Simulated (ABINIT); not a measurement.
# How the form of the self-energy moves the gap of Au2S (Pn-3m)

Aim: compare treatments of exchange, screening and correlation for the gap of Au2S (Pn-3m).

Program: ABINIT 10.8.3. Level of theory: LDA and many-body steps on it, plane waves. Results are calculated unless marked as measured.

Most raw output is cut from this account.

### Step 1. The starting structure

Symmetry: Pn-3m, No. 224, cubic system. The conventional cell has a = 5.274 Å, b = 5.274 Å, c = 5.274 Å, α = 90.00°, β = 90.00°, γ = 90.00°. Nearest to S lie 4 Au at 2.28 Å. Au has 2 S at 2.28 Å nearest. Farther neighbours and most contacts between anions are not listed.

The cell and positions are those that the Materials Project relaxed with its own functionals (PBE, PBE+U or r2SCAN), kept fixed. Spin-orbit coupling is left out unless a step names it.

### Step 2. Empty states on the mesh, 2×2×2 mesh, 529 bands

This step: ABINIT 10.8.3; DFT, LDA, plane waves, norm-conserving pseudopotentials.

The sums over transitions need many empty states on a uniform mesh; this step solves for them.

run.abi reads:

```
acell 3*1.0 Angstrom
rprim 
  5.273982180000 0.000000000000 0.000000000000
  0.000000000000 5.273982180000 0.000000000000
  0.000000000000 0.000000000000 5.273982180000
ntypat 2
znucl 16 79
natom 6
typat 1 1 2 2 2 2
xred 
  -0.000000000000 0.000000000000 -0.000000000000
  0.500000000000 0.500000000000 0.500000000000
  0.250000000000 0.250000000000 0.750000000000
  0.750000000000 0.250000000000 0.250000000000
  0.250000000000 0.750000000000 0.250000000000
  0.750000000000 0.750000000000 0.750000000000
pp_dirpath "pseudos"
pseudos "S.upf, Au.upf"
ecut 28
ngkpt 2 2 2
nshiftk 1
shiftk 0 0 0
kptopt 1
chksymbreak 0
iscf -2
irdden 1
istwfk *1
nband 529
nbdbuf 48
tolwfr 1e-09
nstep 60
prtvol 0
indata_prefix "in"
outdata_prefix "out"
tmpdata_prefix "tmp"
```

Started as:

```console
$ OMP_NUM_THREADS=1 mpirun -n 8 abinit run.abi > log
```

The job ended after 17 min (8 MPI ranks of Arm Neoverse N1, shared host; peak memory 0.86 GiB).

Numbers from this step:

| Quantity | Value |
| --- | --- |
| gap | 1.989 eV |
| k of the valence top | 0, 0, 0 |
| k of the conduction bottom | 0, 0, 0 |
| least direct gap | 1.989 eV |
| k points computed | 4 |
| lowest point of the top converged band, above the valence top | 111.0491 eV |

On this mesh the gap is 1.989 eV.

The density comes from a self-consistent run that is not shown.

### Step 3. Screening, 2×2×2 mesh, 222 bands, screening to 141.5 eV

The RPA dielectric matrix is built and inverted for each q.

This step: RPA screening on LDA, plane waves, norm-conserving pseudopotentials.

Edit run.abi of step 2 so:

```diff
@@ -24,10 +24,11 @@
 chksymbreak 0
-iscf -2
-irdden 1
 istwfk *1
-nband 529
-nbdbuf 48
-tolwfr 1e-09
-nstep 60
-prtvol 0
+occopt 1
+irdwfk 1
+optdriver 3
+nband 222
+ecuteps 5.2
+inclvkb 2
+awtr 1
+symchi 1
 indata_prefix "in"
```

Elapsed: 2.5 min, on 8 MPI ranks; peak memory 3.1 GiB.

This step gave:

```
ε∞ with local fields, on this mesh, along the program's q direction : 10.90
the same without local fields                                       : 12.54
plasma frequency                                                    : 28.76 eV
plane waves in the screening matrix                                 : 587
```

Local fields lower ε∞ by 13 %. On a Γ-centred mesh this coarse the value itself is usually too large, while a short band sum pulls it down.

### Step 4. G0W0, Godby-Needs plasmon pole

The self-energy is evaluated for the states that the input lists, and the levels follow from it, in one-shot runs by the linearised quasiparticle equation.

This step: G0W0 on LDA, plane waves, norm-conserving pseudopotentials.

Edit run.abi of step 3 so:

```diff
@@ -27,8 +27,15 @@
 irdwfk 1
-optdriver 3
+optdriver 4
 nband 222
+gwcalctyp 0
+ecutsigx 28
+symsigma 1
+nkptgw 1
+kptgw 
+  0.0000000000 0.0000000000 0.0000000000
+bdgw 
+  42 46
 ecuteps 5.2
-inclvkb 2
-awtr 1
-symchi 1
+irdscr 1
+ppmodel 1
 indata_prefix "in"
```

Wall time 23 s (8 MPI ranks); peak memory 2.3 GiB.

This step gave:

| Item | Value |
| --- | --- |
| G0W0 gap on the points computed | 2.516 eV |
| starting gap on the mesh | 1.989 eV |
| k of the valence top | 0, 0, 0 |
| k of the conduction bottom | 0, 0, 0 |
| Z at the valence top | 0.804 |
| Z at the conduction bottom | 0.832 |
| least direct G0W0 gap on the computed points | 2.516 eV |

The gap on the mesh goes from 1.99 eV to 2.52 eV, a correction of +0.53 eV.

### Step 5. G0W0, von der Linden-Horsch plasmon pole

Edit run.abi of step 4 so:

```diff
@@ -39,3 +39,3 @@
 irdscr 1
-ppmodel 1
+ppmodel 3
 indata_prefix "in"
```

Wall time 23 s (8 MPI ranks); peak memory 1.9 GiB.

Numbers from this step:

```
G0W0 gap on the points computed              : 2.405 eV
starting gap on the mesh                     : 1.989 eV
k of the valence top                         : 0, 0, 0
k of the conduction bottom                   : 0, 0, 0
Z at the valence top                         : 0.867
Z at the conduction bottom                   : 0.887
least direct G0W0 gap on the computed points : 2.405 eV
```

Against G0W0 in ABINIT (2×2×2 mesh, 222 bands, screening to 141.5 eV, Godby-Needs plasmon pole), the gap moves by −0.111 eV.

### Step 6. G0W0, Hybertsen-Louie plasmon pole

Edit run.abi of step 5 so:

```diff
@@ -39,3 +39,3 @@
 irdscr 1
-ppmodel 3
+ppmodel 2
 indata_prefix "in"
```

Elapsed: 24 s, on 8 MPI ranks; peak memory 2.1 GiB; 3.2 min of CPU time.

This step gave:

```
G0W0 gap on the points computed              : 2.428 eV
starting gap on the mesh                     : 1.989 eV
k of the valence top                         : 0, 0, 0
k of the conduction bottom                   : 0, 0, 0
least direct G0W0 gap on the computed points : 2.428 eV
```

Against G0W0 in ABINIT (2×2×2 mesh, 222 bands, screening to 141.5 eV, Godby-Needs plasmon pole), the gap moves by −0.088 eV.

### Step 7. One-shot Hartree-Fock

This step: one-shot Hartree-Fock on LDA, plane waves, norm-conserving pseudopotentials.

Edit run.abi of step 6 so:

```diff
@@ -28,4 +28,4 @@
 optdriver 4
-nband 222
-gwcalctyp 0
+nband 48
+gwcalctyp 5
 ecutsigx 28
@@ -37,5 +37,4 @@
   42 46
-ecuteps 5.2
-irdscr 1
-ppmodel 2
+ixc_sigma 40
+fftgw 31
 indata_prefix "in"
```

It took 4.5 s on 8 MPI ranks; peak memory 0.75 GiB; 35 s of CPU time.

Numbers from this step:

| Quantity | Value |
| --- | --- |
| quasiparticle gap on the points computed | 8.672 eV |
| starting gap on the mesh | 1.989 eV |
| k of the valence top | 0, 0, 0 |
| k of the conduction bottom | 0, 0, 0 |
| least direct quasiparticle gap on the computed points | 8.672 eV |

Against G0W0 in ABINIT (2×2×2 mesh, 222 bands, screening to 141.5 eV, Godby-Needs plasmon pole), the gap moves by +6.156 eV.

### Step 8. The runs together

Times are wall times on 8 MPI ranks of Arm Neoverse N1, shared host, good to a factor of about two. A run's time includes the screening step that it read.

```tsv
run	mesh	bands	screening cutoff (eV)	DFT gap (eV)	gap on the mesh (eV)	direct (eV)	ε∞ used	time
G0W0, Godby-Needs plasmon pole	2×2×2	222	141.5	1.989	2.516	2.516	10.90	2.9 min
G0W0, von der Linden-Horsch plasmon pole	2×2×2	222	141.5	1.989	2.405	2.405	10.90	2.9 min
G0W0, Hybertsen-Louie plasmon pole	2×2×2	222	141.5	1.989	2.428	2.428	10.90	2.9 min
one-shot Hartree-Fock	2×2×2	-	-	1.989	8.672	8.672	-	4.5 s
```

### Step 9. Summary of results

```yaml
g0w0_godby_needs_plasmon_pole: 2.516 eV
g0w0_von_der_linden_horsch_plasmon_pole: 2.405 eV
g0w0_hybertsen_louie_plasmon_pole: 2.428 eV
one_shot_hartree_fock: 8.672 eV
known_limits: not at the basis limit; d shell near the gap, gap tends to lie low; no spin-orbit coupling; coarse k mesh
```

G0W0, von der Linden-Horsch plasmon pole: −0.111 eV against G0W0, Godby-Needs plasmon pole. G0W0, Hybertsen-Louie plasmon pole: −0.088 eV against G0W0, Godby-Needs plasmon pole. One-shot Hartree-Fock: +6.156 eV against G0W0, Godby-Needs plasmon pole. Bare exchange alone opens the gap to 8.67 eV; against G0W0, correlation takes back 6.16 eV. Bands and cutoff are finite, so the gap is not at the basis limit. The miss can reach some tenths of an eV and take either sign; the mesh is an error of its own. In the G0W0 runs levels were corrected at 1 k point alone, so a gap called «on the mesh» is the least over those, and an edge elsewhere would be missed. The 2×2×2 mesh is coarse for this cell, which bears on the long-range parts of exchange and screening. A d shell, filled or nearly so, lies near the gap. One-shot GW converges very slowly in bands there, not always from below, and on a semilocal start the gap tends to come out low; starts rich in exact exchange can overshoot instead. The many-body steps are scalar-relativistic: spin-orbit coupling is not in them.

[Paths, hosts, dates, memory and timing lines, banners, echoed tables and standing remarks are left out of the program output.]

[Logs are printed without paths, hosts, clocks, repeated set-up lines and the standing remarks that a program may print on its own settings, such as how far it seeks lower states.]

[Runs of the session that timed out or met a known fault of the program may be left out.]

[Hosts, paths, dates, database ids (printed as entryN), source tags and the programs' standing remarks are cut or masked in the printed files.]

[G0W0 gaps are taken among the corrected bands and points alone; a level outside them can change the order at an edge.]

[Where Ansatz stands beside ABINIT at settings called matched, ABINIT's density can come from a denser mesh and the files from another edition; pairs whose starting gaps differed by over 0.03 eV were left out, so agreement reads better than it is.]
